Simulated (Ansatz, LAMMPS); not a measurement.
# Aqueous NH4+ and F-, 4.6 mol of salt per kg of water at 300 K (84 atoms) in motion

Aim: follow aqueous NH4+ and F-, 4.6 mol of salt per kg of water at 300 K (84 atoms) for a short time with forces from DFT, then look at structure and electrons in the last frame.

Program: Ansatz 0.2.0. Level of theory: Kohn-Sham DFT, PBE+D4, PAW (set soft_2), plane waves. Results are calculated unless marked as measured.

**1. The structure**

The cell holds 84 atoms: 2 N, 56 H, 24 O and 2 F. Its edges and angles: a = 9.206 Å, b = 9.206 Å, c = 9.206 Å, α = 90.0°, β = 90.0°, γ = 90.0°. 24 H2O, 2 NH4+, 2 F- placed at random, at 1.08 g/cm³; overlaps pushed apart, then 10 ps at 420 K with Joung-Cheatham ions (J. Phys. Chem. B 112, 9020 (2008)); MMFF94 bonds, angles, torsions, charges and radii (Halgren, J. Comput. Chem. 17, 490 (1996)) in harmonic and 12-6 forms; SPC/E water (Berendsen, Grigera and Straatsma, J. Phys. Chem. 91, 6269 (1987)). Snapshot after 20 ps at 300 K and fixed volume.

Limits known from the start: The network of contacts between molecules at the start is that of the classical potential that made the cell. The concentration wasn't checked against solubility and may exceed it. The density was typed from a rule of thumb and may lie off the real one at this temperature. Sampling is at Γ alone, for a cell whose shortest periodic width is 9 Å.

**2. Dynamics at 300 K**

A Nosé–Hoover thermostat steers the temperature while disturbing the dynamics little. The time step is 0.5 fs, short enough for the stretching of bonds to hydrogen.

Contents of input.yaml:

```yaml
crystal:
  lattice:
    - [9.20558, 0.0, 0.0]
    - [0.0, 9.20558, 0.0]
    - [0.0, 0.0, 9.20558]
  atoms:
    - { symbol: "N", position: [0.11952, 0.8227, 0.90911] }
    - { symbol: H, position: [0.07906, 0.72739, 0.86592] }
    - { symbol: H, position: [0.23165, 0.80399, 0.89108] }
    - { symbol: H, position: [0.07579, 0.89994, 0.84744] }
    [... 74 atom lines left out ...]
    - { symbol: H, position: [0.04744, 0.2799, 0.15636] }
    - { symbol: O, position: [0.99339, 0.55385, 0.90373] }
    - { symbol: H, position: [0.01292, 0.46055, 0.85163] }
    - { symbol: H, position: [0.89269, 0.55219, 0.94445] }
    - { symbol: F, position: [0.03697, 0.99356, 0.45597] }
    - { symbol: F, position: [0.42128, 0.78143, 0.90344] }
kpoints:
  mp_grid: { grid: [1, 1, 1] }
hamiltonian:
  xc: pbe
  dispersion: d4
scf:
  occupations: { method: fixed }
output:
  forces: true
md:
  timestep: 0.5
  n_steps: 400
  ensemble: nvt_nose_hoover
  temperature: 300
  initial_velocities: maxwell_boltzmann
  seed: 3780
```

Launch:

```console
> ansatz run input.yaml --threads 4 --pin off --max-ram 8192MiB --backend cpu --events-out ev --progress --plain --runs-dir out
```

Run time: 22 min. Hardware: 4 threads of Arm Neoverse V2, shared host; peak memory 0.82 GiB; 85 min of CPU time.

The program notes that it switched symmetry off.

The trajectory, sampled:

| time (fs) | T (K) | potential (meV/atom) | conserved (meV/atom) |
| --- | --- | --- | --- |
| 0.0 | 300 | 0.0 | 0.00 |
| 13.5 | 338 | -4.8 | 0.04 |
| 26.5 | 296 | 0.5 | 0.07 |
| 40.0 | 348 | -6.5 | 0.02 |
| 53.5 | 353 | -7.6 | -0.02 |
| 66.5 | 302 | -1.6 | 0.06 |
| 80.0 | 334 | -6.6 | 0.04 |
| 93.5 | 332 | -7.5 | 0.02 |
| 106.5 | 358 | -12.0 | 0.02 |
| 120.0 | 343 | -12.1 | 0.01 |
| 133.5 | 333 | -12.6 | -0.02 |
| 146.5 | 314 | -11.7 | -0.01 |
| 160.0 | 324 | -14.4 | -0.01 |
| 173.5 | 360 | -20.0 | -0.04 |
| 186.5 | 303 | -13.7 | 0.03 |
| 200.0 | 321 | -16.8 | 0.01 |

Mean square displacement from the first frame to the last: N 0.31 Å², H 0.58 Å², O 0.59 Å², F 0.22 Å².

Mean square displacement against time lag:

| time lag (fs) | F (Å²) | H (Å²) | N (Å²) | O (Å²) |
| --- | --- | --- | --- | --- |
| 0.5 | 1.6e-5 | 2.0e-4 | 1.6e-5 | 1.5e-5 |
| 8.5 | 0.00451 | 0.0367 | 0.00363 | 0.00375 |
| 12.5 | 0.00956 | 0.0650 | 0.00713 | 0.00779 |
| 21.0 | 0.0259 | 0.117 | 0.0173 | 0.0204 |
| 29.5 | 0.0483 | 0.154 | 0.0322 | 0.0380 |
| 37.5 | 0.0729 | 0.160 | 0.0489 | 0.0578 |
| 41.5 | 0.0862 | 0.160 | 0.0574 | 0.0686 |
| 50.0 | 0.116 | 0.176 | 0.0773 | 0.0936 |
| 58.5 | 0.148 | 0.197 | 0.0993 | 0.120 |
| 62.5 | 0.163 | 0.208 | 0.110 | 0.132 |
| 70.5 | 0.194 | 0.235 | 0.129 | 0.157 |
| 79.0 | 0.226 | 0.256 | 0.151 | 0.184 |
| 87.5 | 0.257 | 0.280 | 0.172 | 0.211 |
| 91.5 | 0.271 | 0.292 | 0.181 | 0.223 |
| 100.0 | 0.298 | 0.317 | 0.201 | 0.251 |

The drift taken off is the plain mean over atoms, not the centre of mass, so with hydrogen in the cell the heavy atoms' values at short lags are too large.

Over the second half of 200 fs the temperature averages 336 K with swings of 20 K r.m.s. The conserved energy stays within 0.09 meV/atom. From first frame to last O has the largest mean square displacement, 0.59 Å² at the end; the farthest move is 1.69 Å. The run spans 0.20 ps, too short for its means to be equilibrium values.

**3. Local order late in the run**

The g(r) is a mean over the second half; what follows it is taken at the last frame.

Density 1.08 g/cm³, 9.287 Å³ an atom.

Mean of 14 frames. Pair distribution functions g(r), in bins of 0.2 Å:

| r (Å) | total | H-H | H-O | H-F | H-N | O-O | O-F |
| --- | --- | --- | --- | --- | --- | --- | --- |
| 0.90 | 2.90 | 0.00 | 7.55 | 0.00 | 0.62 | 0.00 | 0.00 |
| 1.10 | 2.06 | 0.00 | 3.77 | 0.00 | 19.72 | 0.00 | 0.00 |
| 1.30 | 0.00 | 0.00 | 0.00 | 0.00 | 0.00 | 0.00 | 0.00 |
| 1.50 | 0.74 | 1.40 | 0.18 | 1.58 | 0.00 | 0.00 | 0.00 |
| 1.70 | 1.20 | 1.33 | 1.25 | 4.12 | 0.00 | 0.00 | 0.00 |
| 1.90 | 0.56 | 0.30 | 0.92 | 2.47 | 0.00 | 0.00 | 0.00 |
| 2.10 | 0.57 | 0.90 | 0.35 | 1.10 | 0.00 | 0.00 | 0.00 |
| 2.30 | 0.67 | 1.29 | 0.22 | 0.24 | 0.00 | 0.00 | 0.00 |
| 2.50 | 0.60 | 0.98 | 0.24 | 0.06 | 0.10 | 0.49 | 1.58 |
| 2.70 | 0.82 | 0.79 | 0.47 | 0.08 | 0.35 | 2.46 | 3.64 |
| 2.90 | 0.84 | 0.66 | 0.81 | 0.53 | 0.60 | 1.37 | 2.54 |
| 3.10 | 1.15 | 0.80 | 1.50 | 1.94 | 1.42 | 1.12 | 0.73 |
| 3.30 | 1.19 | 0.89 | 1.52 | 1.52 | 2.04 | 1.07 | 0.13 |
| 3.50 | 1.22 | 1.15 | 1.38 | 1.02 | 1.60 | 1.06 | 0.56 |
| 3.70 | 1.11 | 1.18 | 1.18 | 0.72 | 0.90 | 0.86 | 0.51 |
| 3.90 | 1.09 | 1.25 | 0.99 | 0.66 | 0.96 | 1.03 | 0.64 |
| 4.10 | 1.05 | 1.16 | 0.95 | 1.23 | 0.91 | 0.99 | 0.84 |
| 4.30 | 0.96 | 0.98 | 0.92 | 0.86 | 0.59 | 1.00 | 1.45 |
| 4.50 | 0.98 | 1.00 | 0.98 | 0.57 | 0.74 | 1.17 | 1.21 |

Bonds by pair of elements; cutoffs follow the first minimum of g(r), held within bounds set by covalent radii, and pairs that aren't listed don't count as bonded:

| pair A-B | cutoff (Å) | bonds | mean length (Å) | spread (Å) | shortest (Å) | B about A | A about B |
| --- | --- | --- | --- | --- | --- | --- | --- |
| H-O | 1.21 | 48 | 0.989 | 0.025 | 0.927 | 0.857 | 2 |
| H-N | 1.27 | 8 | 1.05 | 0.029 | 1.01 | 0.143 | 4 |

How many atoms have how many bonded neighbours:

| element | mean | 0 | 1 | 2 | 4 |
| --- | --- | --- | --- | --- | --- |
| F | 0 | 2 | 0 | 0 | 0 |
| H | 1 | 0 | 56 | 0 | 0 |
| N | 4 | 0 | 0 | 0 | 2 |
| O | 2 | 0 | 0 | 24 | 0 |

Bond angles, per cent of each kind in bins of 5°:

| angle (°) | H-O-H | H-N-H |
| --- | --- | --- |
| 95–100 | 16.7 | 8.3 |
| 100–105 | 41.7 | 0.0 |
| 105–110 | 37.5 | 58.3 |
| 110–115 | 4.2 | 16.7 |
| 115–120 | 0.0 | 16.7 |

Bond angles (no mean is given where the spread exceeds 20°):

| angle | count | mean (°) | spread (°) |
| --- | --- | --- | --- |
| H-O-H | 24 | 104 | 3.5 |
| H-N-H | 12 | 109 | 5.5 |

Hydrogen bonds between water molecules (O–O under 3.5 Å, H–O···O angle under 30°):

| hydrogen bonds to other water | molecules |
| --- | --- |
| 0 | 0 |
| 1 | 0 |
| 2 | 6 |
| 3 | 12 |
| 4 | 4 |
| 5 | 2 |

First shells of the ions:

| ion | count | shell | mean number |
| --- | --- | --- | --- |
| F | 2 | H within 2.3 A | 5.5 |

By these cutoffs all H atoms have 1, all N atoms have 4 and all O atoms have 2 bonded neighbours. The H-O-H angle averages 104° with a spread of 4°. The 24 water molecules hold 3.08 hydrogen bonds each to other water on average, with a mean O–O distance of 2.84 Å. Ion shells in this frame: F 5.5 (H within 2.3 Å).

**4. Single point at the last frame**

The last frame is solved once more, with the analyses that the dynamics left out.

Contents of input.yaml:

```yaml
crystal:
  lattice:
    - [9.20558, 0.0, 0.0]
    - [0.0, 9.20558, 0.0]
    - [0.0, 0.0, 9.20558]
  atoms:
    - { symbol: "N", position: [0.14046, 0.84587, 0.97362] }
    - { symbol: H, position: [0.09117, 0.73951, 0.94931] }
    - { symbol: H, position: [0.25213, 0.83545, 0.94893] }
    - { symbol: H, position: [0.09954, 0.93934, 0.92172] }
    [... 74 atom lines left out ...]
    - { symbol: H, position: [0.08619, 0.17012, 0.22884] }
    - { symbol: O, position: [0.05776, 0.58356, 0.88116] }
    - { symbol: H, position: [0.03344, 0.6336, 0.79362] }
    - { symbol: H, position: [0.97021, 0.56813, 0.93891] }
    - { symbol: F, position: [0.00021, 0.00795, 0.51363] }
    - { symbol: F, position: [0.42009, 0.7905, 0.88553] }
kpoints:
  mp_grid: { grid: [1, 1, 1] }
hamiltonian:
  xc: pbe
  dispersion: d4
scf:
  occupations: { method: fixed }
output:
  forces: true
  stress: true
  populations: true
  dos:
    method: { smearing: { sigma: 0.15 } }
    de: 0.1
    projected: { site_lists: { F: [F], H: [H], "N": ["N"], O: [O] } }
  eigenvalues: true
  write_density: true
  write_potential: true
  volumetric_format: npy
  elf: true
```

Elapsed: 7.5 s, on 4 threads; peak memory 0.79 GiB.

The program notes that the exchange-correlation potential is rough where the density is thin.

The run gave:

* free energy: -16909.7546 eV
* free energy per atom: -201.3066 eV/atom
* SCF cycles: 9
* pressure: 0.1213 GPa
* r.m.s. force component: 0.6997 eV/Å
* longest force: 2.85 eV/Å
* Fermi energy: -2.357 eV
* gap (highest filled to lowest empty level): 4.81 eV
* spilling of the projection: 0.01086

Length of the force by element:

| element | coordination | atoms | mean length of the force (eV/Å) | spread | least | most |
| --- | --- | --- | --- | --- | --- | --- |
| F | all | 2 | 0.265 | 0.0307 | 0.234 | 0.296 |
| H | all | 56 | 0.937 | 0.525 | 0.227 | 2.78 |
| N | all | 2 | 1.96 | 0.203 | 1.76 | 2.16 |
| O | all | 24 | 1.34 | 0.580 | 0.384 | 2.85 |

Löwdin charges by element (they lack the spilled electrons, 0.029 e an atom on average):

| element | coordination | atoms | mean charge (e) | spread | least | most |
| --- | --- | --- | --- | --- | --- | --- |
| F | all | 2 | -0.605 | 4.0e-4 | -0.605 | -0.604 |
| H | all | 56 | 0.381 | 0.0228 | 0.315 | 0.414 |
| N | all | 2 | -0.539 | 0.0022 | -0.542 | -0.537 |
| O | all | 24 | -0.691 | 0.0197 | -0.721 | -0.650 |

Density of states as counts of states in windows of 1 eV (from the Fermi level), total and the larger projections:

| from (eV) | to (eV) | total | O p | H s | F p | N p | O s |
| --- | --- | --- | --- | --- | --- | --- | --- |
| -18 | -17 | 13.7 | 0.4 | 2.9 | 0.0 | 0.0 | 9.9 |
| -17 | -16 | 1.7 | 0.0 | 0.6 | 0.0 | 0.0 | 0.1 |
| -16 | -15 | 2.0 | 0.0 | 0.7 | 0.0 | 0.0 | 0.0 |
| -15 | -8 | 0.0 | 0.0 | 0.0 | 0.0 | 0.0 | 0.0 |
| -8 | -7 | 4.0 | 1.7 | 1.2 | 0.0 | 1.0 | 0.0 |
| -7 | -6 | 32.7 | 19.9 | 9.4 | 0.2 | 2.6 | 0.1 |
| -6 | -5 | 22.9 | 12.2 | 6.6 | 0.2 | 3.5 | 0.1 |
| -5 | -4 | 1.3 | 0.8 | 0.2 | 0.0 | 0.1 | 0.1 |
| -4 | -3 | 20.4 | 15.2 | 2.0 | 0.5 | 0.2 | 2.3 |
| -3 | -2 | 22.7 | 17.9 | 1.2 | 0.9 | 0.2 | 2.1 |
| -2 | -1 | 16.5 | 10.5 | 0.2 | 5.1 | 0.1 | 0.3 |
| -1 | 0 | 45.4 | 39.6 | 0.3 | 4.4 | 0.7 | 0.1 |
| 0 | 1 | 2.0 | 1.9 | 0.0 | 0.0 | 0.0 | 0.0 |
| 1 | 4 | 0.0 | 0.0 | 0.0 | 0.0 | 0.0 | 0.0 |
| 4 | 5 | 1.9 | 0.1 | 1.2 | 0.0 | 0.0 | 0.4 |

With fixed occupations the program's Fermi level is the highest filled level; weight inside the gap is the broadening of levels at its edges.

Between -21 and -18 eV lie 39 more states.

The levels nearest the highest filled one (over half full), pooled over k-points and spins:

| level less the highest filled one (eV) | occupation |
| --- | --- |
| -0.271 | 2 |
| -0.240 | 2 |
| -0.198 | 2 |
| -0.130 | 2 |
| -0.0157 | 2 |
| 0 | 2 |
| 4.81 | 0 |
| 6.79 | 0 |
| 6.89 | 0 |
| 6.97 | 0 |
| 7.12 | 0 |
| 7.20 | 0 |

Mean Löwdin charges: F -0.60, H +0.38, N -0.54, O -0.69 e (they miss 1.1 % of the electrons, so they add up to more than the cell's charge). The largest share in the top eV of filled states is O p (88 % of the projected weight), and in the lowest eV of empty states H s (70 % of the projected weight).

**5. Results**

```
mean temperature, second half                                : 336.2 K
temperature swing, second half                               : 20.36 K
slope of the conserved energy against time, by least squares : -0.2613 meV/atom/ps
free energy per atom                                         : -201.3066 eV/atom
pressure                                                     : 0.1213 GPa
r.m.s. force component                                       : 0.6997 eV/Å
gap (highest filled to lowest empty level)             : 4.81 eV
wall time of the 2 DFT runs                                  : 22 min
```

What this shows: Over the second half of 200 fs the temperature averages 336 K with swings of 20 K r.m.s. The conserved energy stays within 0.09 meV/atom. The run spans 0.20 ps, too short for its means to be equilibrium values. With the cutoffs above, all H atoms have 1, all N atoms have 4 and all O atoms have 2 bonded neighbours. The 24 water molecules hold 3.08 hydrogen bonds each to other water on average, with a mean O–O distance of 2.84 Å. Filled and empty levels are parted by 4.81 eV (at Γ alone); a semilocal functional tends to put such gaps too low. In a disordered cell it changes from sample to sample and from frame to frame.

**Limits.** The network of contacts between molecules at the start is that of the classical potential that made the cell; DFT moved the atoms only locally, and no bond changed. The pressure of a single frame lacks the kinetic term, about 0.50 GPa here.

[Logs are printed without paths, hosts, clocks, repeated set-up lines and the standing remarks that a program may print on its own settings, such as how far it seeks lower states.]

[Hosts, paths, dates, database ids (printed as entryN), source tags and the programs' standing remarks are cut or masked in the printed files.]

[The MMFF94 radii named for the starting cell were scaled by 0.96; in molecules described by MMFF94, hydrogen bound to N, O or S took a small fixed 12-6 site in their place.]
